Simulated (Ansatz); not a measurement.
# A vacancy of Sn at several sites of amorphous SnO2 (72 atoms)

At which site of amorphous SnO2 (72 atoms) does a vacancy of Sn cost least, and what about the site decides it?

Main program and level: Ansatz 0.2.0; Kohn-Sham DFT, PBE, PAW (set soft_2), plane waves.

## Step 1: Starting point

The cell holds 72 atoms: 24 Sn and 48 O. Cell: a = 9.851 Å, b = 9.851 Å, c = 9.851 Å, α = 90.0°, β = 90.0°, γ = 90.0°. 72 atoms (24 Sn, 48 O) placed at random at 6.03 g/cm³, melted at 5000 K for 10 ps at fixed volume with the Morse and Coulomb pair potential with partial charges (Pedone, Malavasi, Menziani, Cormack and Segre, J. Phys. Chem. B 110, 11780 (2006)). Quenched from 5000 K to 300 K at 50 K/ps and fixed volume, held 10 ps at zero pressure, then minimised at fixed cell.

Limits known from the start: The quench rate of 50 K/ps is orders of magnitude faster than experiment, which tends to freeze in extra defects. The starting topology of bonds comes from the classical model, and needn't be the one that DFT or experiment would give. Sampling is at Γ alone, for a cell whose shortest periodic width is 10 Å.

## Step 2: Single point at the start

The forces at the start show how far the geometry lies from a minimum of this functional.

input.yaml reads:

```yaml
crystal:
  lattice:
    - [9.85089, 0.0, 0.0]
    - [0.0, 9.85089, 0.0]
    - [0.0, 0.0, 9.85089]
  atoms:
    - { symbol: Sn, position: [0.73091, 0.67318, 0.33118] }
    - { symbol: Sn, position: [0.04728, 0.22312, 0.43013] }
    - { symbol: Sn, position: [0.50768, 0.18186, 0.09938] }
    - { symbol: Sn, position: [0.77408, 0.46414, 0.57574] }
    - { symbol: Sn, position: [0.22104, 0.70104, 0.38794] }
    - { symbol: Sn, position: [0.49284, 0.71835, 0.59705] }
    - { symbol: Sn, position: [0.98468, 0.20446, 0.94124] }
    - { symbol: Sn, position: [0.20755, 0.46836, 0.74904] }
    - { symbol: Sn, position: [0.20905, 0.03665, 0.17425] }
    - { symbol: Sn, position: [0.57968, 0.99695, 0.47804] }
    - { symbol: Sn, position: [0.83051, 0.02655, 0.23922] }
    - { symbol: Sn, position: [0.98276, 0.7261, 0.11957] }
    - { symbol: Sn, position: [0.83476, 0.53879, 0.93722] }
    - { symbol: Sn, position: [0.99484, 0.69061, 0.64048] }
    - { symbol: Sn, position: [0.25344, 0.80454, 0.89346] }
    - { symbol: Sn, position: [0.36661, 0.2952, 0.43695] }
    - { symbol: Sn, position: [0.49691, 0.858, 0.12977] }
    - { symbol: Sn, position: [0.20196, 0.98672, 0.60043] }
    - { symbol: Sn, position: [0.46435, 0.54394, 0.05616] }
    - { symbol: Sn, position: [0.12007, 0.4241, 0.18047] }
    - { symbol: Sn, position: [0.79192, 0.92496, 0.87018] }
    - { symbol: Sn, position: [0.81306, 0.1384, 0.62617] }
    - { symbol: Sn, position: [0.52721, 0.3858, 0.77459] }
    - { symbol: Sn, position: [0.75446, 0.37078, 0.20368] }
    - { symbol: O, position: [0.87584, 0.54061, 0.741] }
    - { symbol: O, position: [0.5752, 0.96493, 0.2752] }
    - { symbol: O, position: [0.38038, 0.01324, 0.06401] }
    - { symbol: O, position: [0.36483, 0.37272, 0.63556] }
    - { symbol: O, position: [0.63784, 0.92114, 0.99748] }
    - { symbol: O, position: [0.36336, 0.19015, 0.2465] }
    - { symbol: O, position: [0.85472, 0.74294, 0.96438] }
    - { symbol: O, position: [0.70464, 0.17578, 0.17859] }
    - { symbol: O, position: [0.36515, 0.47575, 0.8786] }
    - { symbol: O, position: [0.89231, 0.83802, 0.71994] }
    - { symbol: O, position: [0.63076, 0.52425, 0.92389] }
    - { symbol: O, position: [0.40129, 0.91646, 0.54838] }
    - { symbol: O, position: [0.5291, 0.19048, 0.47398] }
    - { symbol: O, position: [0.09082, 0.32192, 0.81471] }
    - { symbol: O, position: [0.84589, 0.34418, 0.00032] }
    - { symbol: O, position: [0.85094, 0.82484, 0.24765] }
    - { symbol: O, position: [0.55637, 0.38317, 0.14608] }
    - { symbol: O, position: [0.66536, 0.99849, 0.66928] }
    - { symbol: O, position: [0.39174, 0.74498, 0.7579] }
    - { symbol: O, position: [0.04261, 0.06377, 0.29354] }
    - { symbol: O, position: [0.12684, 0.8542, 0.05537] }
    - { symbol: O, position: [0.86313, 0.63478, 0.48987] }
    - { symbol: O, position: [0.38438, 0.62937, 0.45817] }
    - { symbol: O, position: [0.51372, 0.23988, 0.9112] }
    - { symbol: O, position: [0.12961, 0.81066, 0.53074] }
    - { symbol: O, position: [0.23806, 0.14941, 0.49508] }
    - { symbol: O, position: [0.13209, 0.22104, 0.08149] }
    - { symbol: O, position: [0.69316, 0.30786, 0.68501] }
    - { symbol: O, position: [0.90781, 0.03348, 0.05068] }
    - { symbol: O, position: [0.13311, 0.66801, 0.80334] }
    - { symbol: O, position: [0.28142, 0.86702, 0.28121] }
    - { symbol: O, position: [0.78061, 0.0677, 0.43208] }
    - { symbol: O, position: [0.86533, 0.11052, 0.81467] }
    - { symbol: O, position: [0.2037, 0.96795, 0.79432] }
    - { symbol: O, position: [0.94553, 0.32596, 0.26239] }
    - { symbol: O, position: [0.12861, 0.54492, 0.58] }
    - { symbol: O, position: [0.30117, 0.4985, 0.15913] }
    - { symbol: O, position: [0.0329, 0.53684, 0.02967] }
    - { symbol: O, position: [0.69959, 0.46361, 0.38227] }
    - { symbol: O, position: [0.59697, 0.55147, 0.64549] }
    - { symbol: O, position: [0.08348, 0.63418, 0.26779] }
    - { symbol: O, position: [0.57158, 0.68221, 0.19796] }
    - { symbol: O, position: [0.01346, 0.08116, 0.58109] }
    - { symbol: O, position: [0.81347, 0.56586, 0.16417] }
    - { symbol: O, position: [0.63141, 0.78678, 0.47039] }
    - { symbol: O, position: [0.90185, 0.31165, 0.53445] }
    - { symbol: O, position: [0.38479, 0.7319, 0.02549] }
    - { symbol: O, position: [0.18415, 0.3613, 0.36507] }
kpoints:
  mp_grid: { grid: [1, 1, 1] }
hamiltonian:
  xc: pbe
scf:
  occupations: { method: fixed }
output:
  forces: true
```

Run with:

```
$ ansatz run input.yaml --threads 4 --pin off --max-ram 8192MiB --backend cpu --events-out ev --progress --plain --runs-dir out
```

Numbers of over 12 decimals in the logs are rounded to 6 here.

The program printed:

```text
[...]
Pseudopotentials: kind: paw
Pseudopotential: Sn, paw, valence charge 14, recommended cutoff 420 eV (normal), Sn.paw.azcp
Pseudopotential: O, paw, valence charge 6, recommended cutoff 420 eV (normal), O.paw.azcp
[...]
Crystal: 72 atoms, lattice volume = 955.931 Å³
Basis set: ecut = 420 eV, 18805 PW (Γ), exchange–correlation on 144×144×144 points (8 copies of the dense FFT grid, shifted against one another)
Bands: 384, of which v1, the nominal top of the filled ones, is band 312 counted from 1 (311 counted from 0)
Symmetry: 1 space group operations
Space group: P1 (ITA 1), of the structure as read, at distance tolerance 9.9e-5 Å
k-points: 1
[...]
Initial density: superposition of atomic densities (neutral atoms: chi_scale 0, normalization atom), corrected by the library's trained network
Initial wavefunctions: pseudopotential atomic-orbital guess
[...]
SCF iter   1: F=—  HF=-171794.928988 eV  |F-HF|=—  |Δ(HF+E_count)|=         —  Δρ=3.87e-3  dr2=1.19e-1  ethr=1.77e-3  ⟨swp⟩=4.0  Hψ=1239  notcnv=0  defer=70
preconditioner: auto → Resta (q_TF=auto, 2.541 Å⁻¹)  ε∞=3.5  [insulator: Δε(μ)=0.309 eV  Ē_g=18.891 eV  n_scr=250 (ndim 8)  ℏωp=30.0 eV  f_vac=0.092  ε∞_Penn≈3.5]
[...]
SCF iter   9: F=—  HF=-171794.937934 eV  |F-HF|=—  |Δ(HF+E_count)|=   1.34e-6  Δρ=5.91e-6  dr2=3.51e-7  ethr=2.98e-10  ⟨swp⟩=2.0  Hψ=485  notcnv=0  defer=64
SCF iter  10: F=-171794.937935 eV  HF=-171794.937935 eV  |F-HF|=1.66e-8  |Δ(HF+E_count)|=   2.00e-7  Δρ=2.87e-6  dr2=8.12e-8  ethr=1.60e-11  ⟨swp⟩=4.0  Hψ=1156  notcnv=0
SCF 1 converged in 10 iterations: F = -171794.937935 eV  dr2 = 8.12e-8
[...]
SCF converged after 10 iterations
Free energy (F): -171794.937935 eV
Harris-Foulkes:  -171794.937935 eV  (|F-HF|=1.66e-8)
Internal energy: -171794.937935 eV  (E = F + TS)
E sigma→0 (E₀):  -171794.937935 eV
Fermi energy:    8.292577 eV
--- Per-component energies (eV) ---
[...]
Σ components = -171794.937935   (vs F -171794.937935, Δ=0.00e0)
--- Forces (eV/Å), atoms counted from 1 ---
  atom   1  Sn    -0.34549039    -0.59023061    -0.24173278
  atom   2  Sn    -0.15077346    -0.62785534    -0.33115624
  atom   3  Sn     0.09273433     0.38953224     0.08208537
  atom   4  Sn    -0.31257895     0.62302428    -0.09364720
[...]
atom  72  O      0.22706491     0.72482263     0.67006029
  max |Σ_I F_I| component: 5.16e-5 eV/Å
```

Run time: 12 s. Hardware: 4 threads of Intel Xeon Platinum 8259CL at 2.50GHz (Skylake/Cascade Lake), shared host; peak memory 1.4 GiB.

The r.m.s. force at the start is 0.53 eV/Å.

## Step 3: Relaxation

With the cell held, the atoms are moved downhill towards a nearby minimum.

input.yaml reads:

```yaml
crystal:
  lattice:
    - [9.85089, 0.0, 0.0]
    - [0.0, 9.85089, 0.0]
    - [0.0, 0.0, 9.85089]
  atoms:
    [... the 72 atom lines of step 2 ...]
kpoints:
  mp_grid: { grid: [1, 1, 1] }
hamiltonian:
  xc: pbe
scf:
  occupations: { method: fixed }
output:
  forces: true
relax:
  f_tol: 0.05
  max_steps: 120
```

The program printed:

```text
[...]
Crystal: 72 atoms, lattice volume = 955.931 Å³
Basis set: ecut = 420 eV, 18805 PW (Γ), exchange–correlation on 144×144×144 points (8 copies of the dense FFT grid, shifted against one another)
Bands: 384, of which v1, the nominal top of the filled ones, is band 312 counted from 1 (311 counted from 0)
Symmetry: 1 space group operations
[...]
k-points: 1
[...]
SCF iter   1: F=—  HF=-171794.928989 eV  |F-HF|=—  |Δ(HF+E_count)|=         —  Δρ=3.87e-3  dr2=1.19e-1  ethr=1.77e-3  ⟨swp⟩=4.0  Hψ=1239  notcnv=0  defer=70
[...]
SCF iter   5: F=—  HF=-171794.937859 eV  |F-HF|=—  |Δ(HF+E_count)|=   3.95e-5  Δρ=1.53e-4  dr2=2.24e-4  ethr=1.66e-7  ⟨swp⟩=2.0  Hψ=493  notcnv=0  defer=70
SCF iter   6: F=-171794.937911 eV  HF=-171794.937911 eV  |F-HF|=7.04e-8  |Δ(HF+E_count)|=   5.17e-5  Δρ=7.06e-5  dr2=4.97e-5  ethr=1.00e-8  ⟨swp⟩=3.0  Hψ=1182  notcnv=0
SCF 1 converged in 6 iterations: F = -171794.937911 eV  dr2 = 4.97e-5
[...]
relax step   1: F+E_penalty+E_count = -171794.93791114 eV  Δ(F+E_penalty+E_count) = +0.000e0 eV  max|allowed force component| = 1.596e0 eV/Å  Δτ_max = 0.0000 Å  (6 SCF iters, dr2 threshold 6.25e-5 eV, accepted)
[...]
relax step   2: F+E_penalty+E_count = -171797.14554916 eV  Δ(F+E_penalty+E_count) = -2.208e0 eV  max|allowed force component| = 4.415e-1 eV/Å  Δτ_max = 0.1995 Å  (8 SCF iters, dr2 threshold 1.00e-4 eV, accepted)
[...]
relax step   3: F+E_penalty+E_count = -171797.48702194 eV  Δ(F+E_penalty+E_count) = -3.415e-1 eV  max|allowed force component| = 3.365e-1 eV/Å  Δτ_max = 0.0840 Å  (8 SCF iters, dr2 threshold 1.22e-5 eV, accepted)
relax step   4: F+E_penalty+E_count = -171797.74994434 eV  Δ(F+E_penalty+E_count) = -2.629e-1 eV  max|allowed force component| = 1.998e-1 eV/Å  Δτ_max = 0.2000 Å  (8 SCF iters, dr2 threshold 8.67e-6 eV, accepted)
relax step   5: F+E_penalty+E_count = -171797.82886440 eV  Δ(F+E_penalty+E_count) = -7.892e-2 eV  max|allowed force component| = 1.639e-1 eV/Å  Δτ_max = 0.2000 Å  (8 SCF iters, dr2 threshold 1.41e-5 eV, accepted)
relax step   6: F+E_penalty+E_count = -171797.86088251 eV  Δ(F+E_penalty+E_count) = -3.202e-2 eV  max|allowed force component| = 9.227e-2 eV/Å  Δτ_max = 0.0618 Å  (7 SCF iters, dr2 threshold 9.48e-6 eV, accepted)
relax step   7: F+E_penalty+E_count = -171797.94368183 eV  Δ(F+E_penalty+E_count) = -8.280e-2 eV  max|allowed force component| = 1.672e-1 eV/Å  Δτ_max = 0.2000 Å  (9 SCF iters, dr2 threshold 2.70e-6 eV, accepted)
relax step   8: F+E_penalty+E_count = -171798.00836219 eV  Δ(F+E_penalty+E_count) = -6.468e-2 eV  max|allowed force component| = 2.326e-1 eV/Å  Δτ_max = 0.1908 Å  (8 SCF iters, dr2 threshold 8.86e-6 eV, accepted)
relax step   9: F+E_penalty+E_count = -171798.08718691 eV  Δ(F+E_penalty+E_count) = -7.882e-2 eV  max|allowed force component| = 1.259e-1 eV/Å  Δτ_max = 0.2000 Å  (7 SCF iters, dr2 threshold 5.41e-5 eV, accepted)
relax step  10: F+E_penalty+E_count = -171798.09775348 eV  Δ(F+E_penalty+E_count) = -1.057e-2 eV  max|allowed force component| = 3.301e-2 eV/Å  Δτ_max = 0.0372 Å  (7 SCF iters, dr2 threshold 4.64e-6 eV, accepted)
[...]
relax step  11: F+E_penalty+E_count = -171798.09775460 eV  Δ(F+E_penalty+E_count) = -1.122e-6 eV  max|allowed force component| = 3.297e-2 eV/Å  Δτ_max = 0.0000 Å  (5 SCF iters, accepted)
SCF converged after 5 iterations
Free energy (F): -171798.097755 eV
[...]
Internal energy: -171798.097755 eV  (E = F + TS)
E sigma→0 (E₀):  -171798.097755 eV
Fermi energy:    8.119167 eV
[...]
Σ components = -171798.097755   (vs F -171798.097755, Δ=0.00e0)
--- Forces (eV/Å), atoms counted from 1 ---
  atom   1  Sn     0.01209289     0.01874922     0.00747038
  atom   2  Sn     0.00778763     0.00462162    -0.01331974
  atom   3  Sn    -0.01490017     0.00467489     0.00080794
  atom   4  Sn    -0.00116218     0.00264219     0.00198485
[...]
atom  72  O     -0.00838958    -0.00175626     0.00141975
  max |Σ_I F_I| component: 2.45e-5 eV/Å
--- Relaxed structure (11 steps of the walk, 11 accepted, 0 SCFs on fresh bases) ---
  F+E_penalty+E_count = -171798.09775460 eV   max|allowed force component| = 3.297e-2 eV/Å
  atoms:
    - { symbol: Sn, position: [0.722926, 0.675176, 0.331386] }
    - { symbol: Sn, position: [0.050664, 0.220318, 0.422314] }
    - { symbol: Sn, position: [0.510271, 0.190496, 0.084731] }
    - { symbol: Sn, position: [0.768439, 0.465986, 0.575362] }
[...]
- { symbol: O, position: [0.194616, 0.364730, 0.372875] }
```

Wall time 67 s (4 threads); peak memory 1.4 GiB.

The relaxation converged after 11 steps, 3.16 eV below its start, with a largest force component of 0.033 eV/Å.

[end of part 1 of 4]

[Logs are printed without paths, hosts, clocks, repeated set-up lines and the standing remarks that a program may print on its own settings, such as how far it seeks lower states.]

[Hosts, paths, dates, database ids (printed as entryN), source tags and the programs' standing remarks are cut or masked in the printed files.]
